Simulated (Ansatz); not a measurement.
# V_P in BP (F-43m): charge-transition levels and formation energies

Wanted: the transition levels of a vacancy in BP (F-43m), from a cell of 54 host atoms with 1 P taken out.

Program: Ansatz 0.2.0. Level of theory: place-levels on r2SCAN runs: charge-transition levels and formation energies with image-charge correction and potential alignment at the atomic sites; PAW set soft_1. Results are calculated unless marked as measured.

## Step 1: Set-up

The cell holds 53 atoms: 27 B and 26 P. Its edges and angles: a = 9.623 Å, b = 9.623 Å, c = 9.623 Å, α = 60.0°, β = 60.0°, γ = 60.0°. It derives from BP (space group F-43m). Nearest the centre at fractional (0.250, 0.583, 0.583): B34 at 1.96 Å, B28 at 1.96 Å, B16 at 1.96 Å, B32 at 1.96 Å, P21 at 3.21 Å, P15 at 3.21 Å, P13 at 3.21 Å, P11 at 3.21 Å.

Structure file:

```xyz
53
Lattice="0.0000 6.8046 6.8046 6.8046 0.0000 6.8046 6.8046 6.8046 0.0000" Properties=species:S:1:pos:R:3 pbc="T T T"
B     0.0000    0.0000    0.0000
P     3.4023    3.4023    3.4023
B     2.2682    2.2682    0.0000
P     5.6705    5.6705    3.4023
B     4.5364    4.5364    0.0000
P     7.9386    7.9386    3.4023
B     2.2682    0.0000    2.2682
P     5.6705    3.4023    5.6705
B     4.5364    2.2682    2.2682
B     6.8046    4.5364    2.2682
P    10.2068    7.9386    5.6705
B     4.5364    0.0000    4.5364
P     7.9386    3.4023    7.9386
B     6.8046    2.2682    4.5364
P    10.2068    5.6705    7.9386
B     9.0727    4.5364    4.5364
P    12.4750    7.9386    7.9386
B     0.0000    2.2682    2.2682
P     3.4023    5.6705    5.6705
B     2.2682    4.5364    2.2682
P     5.6705    7.9386    5.6705
B     4.5364    6.8046    2.2682
P     7.9386   10.2068    5.6705
B     2.2682    2.2682    4.5364
P     5.6705    5.6705    7.9386
B     4.5364    4.5364    4.5364
P     7.9386    7.9386    7.9386
B     6.8046    6.8046    4.5364
P    10.2068   10.2068    7.9386
B     4.5364    2.2682    6.8046
P     7.9386    5.6705   10.2068
B     6.8046    4.5364    6.8046
P    10.2068    7.9386   10.2068
B     9.0727    6.8046    6.8046
P    12.4750   10.2068   10.2068
B     0.0000    4.5364    4.5364
P     3.4023    7.9386    7.9386
B     2.2682    6.8046    4.5364
P     5.6705   10.2068    7.9386
B     4.5364    9.0727    4.5364
P     7.9386   12.4750    7.9386
B     2.2682    4.5364    6.8046
P     5.6705    7.9386   10.2068
B     4.5364    6.8046    6.8046
P     7.9386   10.2068   10.2068
B     6.8046    9.0727    6.8046
P    10.2068   12.4750   10.2068
B     4.5364    4.5364    9.0727
P     7.9386    7.9386   12.4750
B     6.8046    6.8046    9.0727
P    10.2068   10.2068   12.4750
B     9.0727    9.0727    9.0727
P    12.4750   12.4750   12.4750
```

The host's dielectric constants go in as inputs: 9.31 for the electrons alone, 9.42 with the ions, computed on the host (DFPT, PBEsol, on the r2SCAN cell), and a cell off the functional's own equilibrium shifts the ionic part.

The cell's shortest repeat is 9.6 Å.

## Step 2: The runs of each charge state

Levels follow from differences of total energies between charge states, each relaxed by itself.

Each atom starts 0.05 Å or so off its site in a random direction: a symmetric start keeps its symmetry, and would miss off-centre moves and Jahn–Teller distortions. Forces are taken on a 2×2×2 shifted mesh. The cell holds 1 electron more than the neutral one, with a uniform background that keeps it neutral on the whole.

The sampling was tested on the host first: at the k-points planned (1x1x1 shifted 0.25 0.25 0.25) its energy lies 0.152 eV an atom from the dense-mesh value, so the final energies take a denser sampling.

One state's input; the others differ in charge, spin, start and seed, and in occupations where the table says so.

Contents of qm1.relax/input.yaml:

```yaml
crystal:
  lattice:
    - [0.0, 2.26818541, 2.26818541]
    - [2.26818541, 0.0, 2.26818541]
    - [2.26818541, 2.26818541, 0.0]
  atoms:
    - { symbol: B, position: [0.0, 0.0, 0.0] }
    - { symbol: P, position: [0.75, 0.75, 0.75] }
  supercell: [3, 3, 3]
  defects: [{ vacancy: 9 }]
total_charge: -1
basis:
  ecutwfc: 500
  xc_grid: 2
hamiltonian:
  xc: r2scan
  pseudopotentials: { kind: paw, azcp: { folder: soft_1 } }
kpoints:
  mp_grid: { grid: [2, 2, 2], shift: [0.5, 0.5, 0.5] }
scf:
  occupations: { method: fixed }
  max_iter: 60
output:
  forces: true
  charged_corrections: { epsilon: 9.31, static_epsilon: 9.42 }
relax:
  f_tol: 0.02
  max_steps: 80
  random_displacement: { amplitude: 0.05, seed: 3613 }
checkpoint:
  write: "../qm1.relax.run"
  compress: false
  write_wavefunctions: true
  write_every: 100000
```

Launch:

```bash
ansatz run input.yaml --threads 4 --pin off --max-ram 7536MiB --backend cpu --events-out ev --progress --plain --runs-dir out
```

The run of this state that the levels use, under r2SCAN:

Contents of qm1.point/input.yaml:

```yaml
crystal:
  checkpoint: "../qm1.relax.run"
  host: checkpoint
total_charge: -1
basis:
  ecutwfc: 500
  xc_grid: 2
hamiltonian:
  xc: r2scan
  pseudopotentials: { kind: paw, azcp: { folder: soft_1 } }
kpoints:
  mp_grid: { grid: [2, 2, 2], shift: [0.5, 0.5, 0.5] }
scf:
  occupations: { method: fixed }
  max_iter: 60
output:
  forces: true
  eigenvalues: true
  charged_corrections:
    epsilon: 9.31
    static_epsilon: 9.42
    defect_position: [0.25, 0.583333, 0.583333]
  eigenstates: { localisation: true }
  populations: true
  band_densities: [{ bands: [v1, v1] }, { bands: [c1, c1] }]
  write_density: true
  write_potential: true
  volumetric_format: npy
  elf: true
checkpoint:
  read: "../qm1.relax.run"
  write: "../qm1.point.run"
  compress: false
  write_wavefunctions: false
  write_every: 100000
```

Relaxations under r2SCAN at a 2×2×2 shifted mesh; times on 4 threads of Intel Xeon Platinum 8259CL at 2.50GHz (Skylake/Cascade Lake), shared host:

```tsv
charge	moment (μB)	occupations	outcome	steps	largest displacement against the far atoms (Å)	time
−1	0	fixed	converged	7	0.19	3.3 min
0	1	fixed	converged	5	0.16	5.7 min
+1	0	fixed	converged	5	0.19	2.3 min
+2	1	fixed	converged	6	0.29	6.2 min
+3	0	fixed	converged	14	0.35	5.2 min
−1	2	fixed	converged	6	0.14	6.8 min
+3	2	fixed	converged	6	0.28	6.2 min
```

Single points under r2SCAN at a 2×2×2 shifted mesh; times on 4 threads of Intel Xeon Platinum 8259CL at 2.50GHz (Skylake/Cascade Lake), shared host:

```tsv
charge	moment (μB)	occupations	outcome	time
−1	0	fixed	converged	28 s
0	1	fixed	converged	53 s
+1	0	fixed	converged	20 s
+2	1	fixed	converged	46 s
+3	0	fixed	converged	19 s
−1	2	fixed	converged	49 s
+3	2	fixed	converged	58 s
```

Distances (Å) from the ideal centre to the nearest atoms after relaxation with r2SCAN:

```tsv
charge	moment (μB)	1.	2.	3.	4.	5.	6.
−1	0	B 2.08	B 2.08	B 2.09	B 2.14	P 3.17	P 3.17
−1	2	B 2.04	B 2.10	B 2.10	B 2.12	P 3.17	P 3.17
0	1	B 2.10	B 2.11	B 2.11	B 2.13	P 3.18	P 3.18
+1	0	B 2.14	B 2.15	B 2.16	B 2.16	P 3.19	P 3.19
+2	1	B 2.23	B 2.24	B 2.24	B 2.25	P 3.20	P 3.20
+3	0	B 2.31	B 2.31	B 2.31	B 2.32	P 3.21	P 3.21
+3	2	B 2.23	B 2.24	B 2.24	B 2.25	P 3.20	P 3.20
```

## Step 3: Levels against the band edges, r2SCAN

A charged cell interacts with its images and the background, and its potential has another zero than the host's. place-levels removes the first by a point-charge model, screened by the static dielectric constant since the ions have relaxed around the charge, and the second by comparing potentials at atoms far from the defect.

The host is a run of the defect-free crystal in the same cutoffs, grids and k-points, so that basis and sampling errors cancel in part in the differences. The host is run in a cell of 2 atoms on a matching mesh. Its band edges are searched through the zone by a band path, so the gap is smaller than, or equal to, that on the mesh. Chemical potentials are energies per atom of P (black phosphorus), run with the same functional and cutoff.

Contents of levels.point.yaml:

```yaml
host:
  run: host.point.run
states: [qm1.point.run, q0_M1.point.run, qp1.point.run, qp2_M1.point.run, qp3.point.run, qm1_M2.point.run, qp3_M2.point.run]
geometry_from:
  qm1.point.run: qm1.relax.run
  q0_M1.point.run: q0_M1.relax.run
  qp1.point.run: qp1.relax.run
  qp2_M1.point.run: qp2_M1.relax.run
  qp3.point.run: qp3.relax.run
  qm1_M2.point.run: qm1_M2.relax.run
  qp3_M2.point.run: qp3_M2.relax.run
  host.point.run: host.relax.run
chemical_potentials:
  P:
    energy: -759.166194
    dataset: "<sha256 of the dataset>"
epsilon: 9.31
static_epsilon: 9.42
vertical:
  - { from: qm1.point.run, to: qm1.point_neutral.run }
  - { from: qp1.point.run, to: qp1.point_neutral.run }
  - { from: qp2_M1.point.run, to: qp2_M1.point_neutral.run }
  - { from: qp3.point.run, to: qp3.point_neutral.run }
  - { from: qm1_M2.point.run, to: qm1_M2.point_neutral.run }
  - { from: qp3_M2.point.run, to: qp3_M2.point_neutral.run }
```

Launch:

```bash
ansatz place-levels levels.point.yaml -- --threads 4 --pin off --max-ram 7536MiB
```

Numbers of over 12 decimals in the logs are rounded to 6 here.

The program printed:

```text
[... repeated set-up lines and file paths are left out, and long positions are rounded to six places ...]
(+3/+2) 0.035 eV beneath the valence edge (-1.266 eV without the band-filling correction), in the valence band; not on the lower envelope
(+2/+1) 0.167 eV beneath the valence edge (-0.800 eV without the band-filling correction), in the valence band; not on the lower envelope
(+1/0) 0.601 eV above the valence edge, 0.807 eV under the conduction edge
(0/-1) 1.408 eV above the valence edge, in the conduction band
(+3/+1) 0.101 eV beneath the valence edge (-1.033 eV without the band-filling correction), in the valence band: charges between them are lowest nowhere
formation energy of charge +3: +5.367 eV with the Fermi level at the valence edge
formation energy of charge +2: +5.332 eV with the Fermi level at the valence edge
formation energy of charge +1: +5.165 eV with the Fermi level at the valence edge
formation energy of charge 0: +5.765 eV with the Fermi level at the valence edge
formation energy of charge -1: +7.173 eV with the Fermi level at the valence edge
vertical -1 to 0: no energy, since no alignment is typed
  the change from vertical[0].from (qm1.point.run) to vertical[0].to (qm1.point_neutral.run): by its potential at epsilon 9.31 it stands at 0.286 0.619 0.620, with an rms radius of about 2.3 Å (1.3 1.3 1.3 Å across the planes of the cell's vectors); [...]
vertical +1 to 0: no energy, since no alignment is typed
  the change from vertical[1].from (qp1.point.run) to vertical[1].to (qp1.point_neutral.run): by its potential at epsilon 9.31 it stands at 0.288 0.620 0.621, with an rms radius of about 2.2 Å (1.3 1.3 1.3 Å across the planes of the cell's vectors); [...]
vertical +2 to 0: no energy, since no alignment is typed
  the change from vertical[2].from (qp2_M1.point.run) to vertical[2].to (qp2_M1.point_neutral.run): by its potential at epsilon 9.31 it stands at 0.285 0.618 0.619, with an rms radius of about 2.4 Å (1.4 1.4 1.4 Å across the planes of the cell's vectors); [...]
vertical +3 to 0: no energy, since no alignment is typed
  the change from vertical[3].from (qp3.point.run) to vertical[3].to (qp3.point_neutral.run): by its potential at epsilon 9.31 it stands at 0.286 0.619 0.619, with an rms radius of about 2.5 Å (1.5 1.4 1.5 Å across the planes of the cell's vectors); [...]
vertical -1 to 0: no energy, since no alignment is typed
  the change from vertical[4].from (qm1_M2.point.run) to vertical[4].to (qm1_M2.point_neutral.run): by its potential at epsilon 9.31 it stands at 0.317 0.616 0.619, with an rms radius of about 2.3 Å (0.8 1.5 1.5 Å across the planes of the cell's vectors); [...]
vertical +3 to 0: no energy, since no alignment is typed
[...]
charge +1: -23995.4892 eV with its correction of -0.229 eV, at epsilon 9.42, aligned at sites: -0.4861 eV, mean over 19 atomic sites at or beyond 4.81 Å from the defect at [0.2500, 0.5833, 0.5833], with +0.000000 for the charge's moments and without [...]
  charge 0: +0.000 eV for its dipole among its images, +0.000 omitted
  charge -1: -23975.0218 eV with its correction of +0.637 eV, at epsilon 9.42, aligned at sites: -0.3796 eV, mean over 19 atomic sites at or beyond 4.81 Å from the defect at [0.2500, 0.5833, 0.5833], with +0.000000 for the charge's moments and without [...]
  charge +3: states[6] (qp3_M2.point.run) stands 0.080 eV higher, with a moment of 2.00 μB against 0.00
  charge -1: states[5] (qm1_M2.point.run) stands 0.058 eV higher, with a moment of 2.00 μB against 0.00
  of states[4] (qp3.point.run): it parts from the run at its places by a charge that spreads by about 1.5 Å along one vector (1.4 Å or more is wide), by its potential at epsilon 9.31, taken for that of held ions (one typed too small widens it), where the cell [...]
  of states[3] (qp2_M1.point.run): it parts from the run at its places by a charge that spreads by about 1.4 Å along one vector (1.4 Å or more is wide), by its potential at epsilon 9.31, taken for that of held ions (one typed too small widens it), where the [...]
  of states[2] (qp1.point.run): its alignment with the host at atomic sites is doubtful: the mean over the far sites moves by -0.2239 eV from their farther parts to their nearer, more than 0.05 eV. [...]
  of states[1] (q0_M1.point.run): its alignment with the host at atomic sites is doubtful: the mean over the far sites moves by -0.1084 eV from their farther parts to their nearer, more than 0.05 eV. [...]
  of states[6] (qp3_M2.point.run): it parts from the run at its places by a charge that spreads by about 1.9 Å along one vector (1.4 Å or more is wide), by its potential at epsilon 9.31, taken for that of held ions (one typed too small widens it), where the [...]
  of states[5] (qm1_M2.point.run): it parts from the run at its places by a charge that spreads by about 1.5 Å along one vector (1.4 Å or more is wide), by its potential at epsilon 9.31, taken for that of held ions (one typed too small widens it), where the [...]
  of vertical[0].to (qm1.point_neutral.run): stability_check_not_made
  of vertical[1].to (qp1.point_neutral.run): stability_check_not_made
  of vertical[2].from (qp2_M1.point.run): stability_check_not_made; [...]
  of vertical[2].to (qp2_M1.point_neutral.run): stability_check_not_made
  of vertical[3].from (qp3.point.run): it parts from the run at its places by a charge that spreads by about 1.5 Å along one vector (1.4 Å or more is wide), by its potential at epsilon 9.31, taken for that of held ions (one typed too small widens it), where [...]
  of vertical[3].to (qp3.point_neutral.run): stability_check_not_made
  of vertical[4].from (qm1_M2.point.run): stability_check_not_made; [...]
  of vertical[4].to (qm1_M2.point_neutral.run): stability_check_not_made
  of vertical[5].from (qp3_M2.point.run): its moments are held at its close (magnetization.spin_locking), by a field of 0.082 eV a Bohr magneton, and its energy and levels are of the state that this holds: a run that lets them go can end lower; [...]
  of vertical[5].to (qp3_M2.point_neutral.run): stability_check_not_made
```

It took 1.2 s on 4 threads of Intel Xeon Platinum 8259CL at 2.50GHz (Skylake/Cascade Lake), shared host.

Levels between the charges placed, in eV above the valence top:

```tsv
	gap (eV)	(+3/+2)	(+2/+1)	(+1/0)	(0/−1)
r2SCAN	1.41	-0.03	-0.17	0.60	1.41
```

Corrections by state:

```tsv
charge	moment (μB)	image terms and alignment (eV)	band filling (eV)	ε used	over the lowest of its charge, as the program ranks them, band filling apart (eV)
+3	0.0	0.453	-1.864	9.42	0.000
+2	1.0	-0.081	-0.633	9.42	0.000
+1	0.0	-0.229	-	9.42	0.000
0	1.0	0.000	-	-	0.000
−1	0.0	0.637	-	9.42	0.000
+3	2.0	0.267	-	9.42	0.080
−1	2.0	0.620	-	9.42	0.058
```

The charged structures listed were also run neutral, and place-levels reads from each pair, by the potential or the spins, how wide the charge is by which they differ; that can be the carrier of either run.

```tsv
charge	rms radius (Å)	spread where it is widest against the cell (Å)	wide from (Å)	reading
+3	2.5	1.47	1.36	wide
+2	2.4	1.41	1.36	wide
+1	2.2	1.25	1.36	narrow
−1	2.3	1.35	1.36	narrow
```

The neutral runs of these pairs need not share the spin of the lowest neutral state, and very wide values only mean spread over the cell.

From the program's caveats on the states, each cut to its opening words:

- charge +3, −1 (2 μB): it parts from the run at its places by a charge that spreads by about 1.5 Å along one vector (1.4 Å or more is wide), by its potential at epsilon 9.31, taken [...]
- charge +3: a band-filling correction moves a carrier to the host's band edge, which changes its energy by -1.864 eV
- charge +3: its alignment with the host at atomic sites is doubtful: the mean over the far sites moves by -0.2813 eV from their farther parts to their nearer, more than [...]
- charge +2 (1 μB): it parts from the run at its places by a charge that spreads by about 1.4 Å along one vector (1.4 Å or more is wide), by its potential at epsilon 9.31, taken [...]
- charge +2 (1 μB): a band-filling correction moves a carrier to the host's band edge, which changes its energy by -0.633 eV
- charge +2 (1 μB): its alignment with the host at atomic sites is doubtful: the mean over the far sites moves by -0.2511 eV from their farther parts to their nearer, more than [...]
- charge +2 (1 μB), 0 (1 μB), +3 (2 μB), −1 (2 μB): flagged: stability check not made
- charge +1: its alignment with the host at atomic sites is doubtful: the mean over the far sites moves by -0.2239 eV from their farther parts to their nearer, more than [...]
- charge 0 (1 μB): its alignment with the host at atomic sites is doubtful: the mean over the far sites moves by -0.1084 eV from their farther parts to their nearer, more than [...]
- charge +3 (2 μB): it parts from the run at its places by a charge that spreads by about 1.9 Å along one vector (1.4 Å or more is wide), by its potential at epsilon 9.31, taken [...]
- charge +3 (2 μB): its alignment with the host at atomic sites is doubtful: the mean over the far sites moves by -0.1503 eV from their farther parts to their nearer, more than [...]
- charge +3 (2 μB): its moments are held at its close (magnetization.spin_locking), by a field of 0.082 eV a Bohr magneton, and its energy and levels are of the state that this [...]

The host's formation energy from the elements is -0.484 eV per atom; it sets how far the chemical potentials can move.

Limit set by the element alone; other compounds of these elements are not counted. Chemical potentials from the elements' reference states: B 0.00 eV, P -0.97 eV. Formation energy by charge state (B-rich; gap 1.41 eV):

```tsv
charge	at valence top (eV)	at conduction bottom (eV)	correction included (eV)
+3	4.40	8.62	-1.41
+2	4.36	7.18	-0.71
+1	4.20	5.60	-0.23
0	4.80	4.80	0.00
−1	6.20	4.80	0.64
```

(Fermi level (eV), lowest formation energy (eV)): (0.00, 4.20), (0.13, 4.32), (0.26, 4.45), (0.38, 4.58), (0.51, 4.71), (0.64, 4.80), (0.77, 4.80), (0.90, 4.80), (1.02, 4.80), (1.15, 4.80), (1.28, 4.80), (1.41, 4.80)

Limit set by the element alone; other compounds of these elements are not counted. Chemical potentials from the elements' reference states: P 0.00 eV, B -0.97 eV. Formation energies (P-rich), with the Fermi level at the valence top and at the conduction bottom (gap 1.41 eV):

```tsv
charge	at valence top (eV)	at conduction bottom (eV)	correction included (eV)
+3	5.37	9.59	-1.41
+2	5.33	8.15	-0.71
+1	5.16	6.57	-0.23
0	5.77	5.77	0.00
−1	7.17	5.77	0.64
```

```json
{"Fermi level (eV)": "0.00", "lowest formation energy (eV)": "5.16"}
{"Fermi level (eV)": "0.13", "lowest formation energy (eV)": "5.29"}
{"Fermi level (eV)": "0.26", "lowest formation energy (eV)": "5.42"}
{"Fermi level (eV)": "0.38", "lowest formation energy (eV)": "5.55"}
{"Fermi level (eV)": "0.51", "lowest formation energy (eV)": "5.68"}
{"Fermi level (eV)": "0.64", "lowest formation energy (eV)": "5.77"}
{"Fermi level (eV)": "0.77", "lowest formation energy (eV)": "5.77"}
{"Fermi level (eV)": "0.90", "lowest formation energy (eV)": "5.77"}
{"Fermi level (eV)": "1.02", "lowest formation energy (eV)": "5.77"}
{"Fermi level (eV)": "1.15", "lowest formation energy (eV)": "5.77"}
{"Fermi level (eV)": "1.28", "lowest formation energy (eV)": "5.77"}
{"Fermi level (eV)": "1.41", "lowest formation energy (eV)": "5.77"}
```

## Step 4: What came out

```json
{
 "gap of the host": "1.41 eV (r2SCAN)",
 "level (plus 3/plus 2)": "0.03 eV below the valence top, not a change between lowest states (-1.27 eV above the valence top without the band-filling term)",
 "level (plus 2/plus 1)": "0.17 eV below the valence top, not a change between lowest states (-0.80 eV above the valence top without the band-filling term)",
 "level (plus 1/0)": "0.60 eV above the valence top",
 "level (0/minus 1)": "1.41 eV above the valence top, at the conduction bottom",
 "lowest of the charges placed, just above the valence top (0.02 eV)": "+1",
 "lowest of the charges placed, just below the conduction bottom (0.02 eV)": "0",
 "lowest formation energy at mid-gap of the charges run, B-rich": "4.80 eV",
 "lowest formation energy at mid-gap of the charges run, P-rich": "5.77 eV"
}
```

In words: Of the charges placed (−1, 0, +1, +2 and +3), the lowest changes at 0.60 eV (+1/0) above the valence top, in a gap of 1.41 eV. (0/−1) lies 0.00 eV from a band edge, less than the doubt on such levels. States placed: +3 at 0 μB and 2 μB; +2 at 1 μB; +1 at 0 μB; 0 at 1 μB; −1 at 0 μB and 2 μB. Other spin states or structures, where not listed, weren't placed. The program finds carriers beyond a band edge of the host and adds a band-filling term at charge +2 (-0.63 eV) and +3 (-1.86 eV); steps to such a charge show no bound level, and a defect level inside a band would be read the same way. Levels were also placed, and are left out here, under PBEsol at 2x2x2 shifted 0.5 0.5 0.5, since its corrections are too large to trust. The program doubts the alignment of potentials for at least one state, a sign that the cell is small. What this leaves open: r2SCAN makes the gap too small and tends to spread out bound carriers.

[Logs are printed without paths, hosts, clocks, repeated set-up lines and the standing remarks that a program may print on its own settings, such as how far it seeks lower states.]

[Hosts, paths, dates, database ids (printed as entryN), source tags and the programs' standing remarks are cut or masked in the printed files.]

[Where a table of states has a column of steps, it counts the stored structures, which are thinned; the runs took as many ionic steps or more.]

[A defect's name tells the site on which it was built; relaxed atoms can leave that site.]

[For some hosts the program warned that the k-mesh of the response run may be too coarse for force constants and the static dielectric constant; such warnings are not shown here.]
